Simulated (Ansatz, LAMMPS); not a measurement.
# Gap against volume in 69In2O3-31Ga2O3 (mol %) with crystalline order left by the classical run (80 atoms)

Density of this cell: 6.31 g/cm³. The cell holds 80 atoms: 22 In, 10 Ga and 48 O. Its edges and angles: a = 10.214 Å, b = 9.755 Å, c = 10.546 Å, α = 90.0°, β = 89.8°, γ = 90.2°. The starting structure: 80 atoms (22 Sc, 10 Fe, 48 O) placed at random at 3.87 g/cm³, melted at 5000 K for 10 ps at fixed volume with the Morse and Coulomb pair potential with partial charges (Pedone, Malavasi, Menziani, Cormack and Segre, J. Phys. Chem. B 110, 11780 (2006)). Quenched from 5000 K to 300 K at 20 K/ps and fixed volume, held 10 ps at zero pressure, then minimised at fixed cell. Then Sc was replaced by In, Fe was replaced by Ga and the cell scaled by 1.027 (the potential has no terms for the new elements, so the cell is a start for a DFT relaxation).

Calculated with Ansatz 0.2.0: Kohn-Sham DFT, PBE, PAW (set soft_2), plane waves; cutoff 420 eV, Γ point, gaussian smearing of 0.025 eV. The relaxed cell was scaled evenly and the atoms were relaxed at each volume. The gap is that between the highest filled and the lowest empty Kohn-Sham level on the run's k-points.

```
volume (Å³/atom)  gap (eV)
          11.821               1.474
          12.346               1.324
          12.740                   ?
          13.134               1.007
          13.528              0.8535
          13.922              0.7201
```

**Question.** Fit a straight line in ln V to the rows given and interpolate to the withheld row.

Worked fit:

A volume deformation potential makes the spacing linear in u = ln(V/V0), with V0 = 13.134 Å³ the relaxed volume; v is the spacing.

```
u = ln(V/V0)  v (eV)
   -0.105361  1.4738
  -0.0618761  1.3244
           0  1.0072
   0.0295583  0.8535
   0.0582690  0.7201
```

With n = 5: mean u = -0.0158819, mean v = 1.07580, Σ(u − ū)² = 0.017937, Σ(u − ū)(v − v̄) = -0.084613. Slope b = -0.084613 / 0.017937 = -4.7172; intercept a = v̄ − b ū = 1.0009.

At the withheld volume u = -0.03046, and v = a + b u.

Prediction at 12.740: 1.145 eV. The run gave 1.158 eV, so the fit is low by 0.013 eV (1.1 % of the value).

The slope, -4.72 eV, says that the spacing narrows on expansion. Among the rows given, the largest miss of the fit is at 12.346, by 0.032 eV (4.2 % of the range of the table).

Limits: The table spans 16 % in volume, wide for a linear law. Semilocal functionals tend to put gaps under measured ones. Only the Γ point is sampled. Atoms move by up to 0.6 Å in these relaxations, so the structure changes along the series. Defect or tail levels can set the spacing of a disordered cell.

[Logs are printed without paths, hosts, clocks, repeated set-up lines and the standing remarks that a program may print on its own settings, such as how far it seeks lower states.]

[Hosts, paths, dates, database ids (printed as entryN), source tags and the programs' standing remarks are cut or masked in the printed files.]
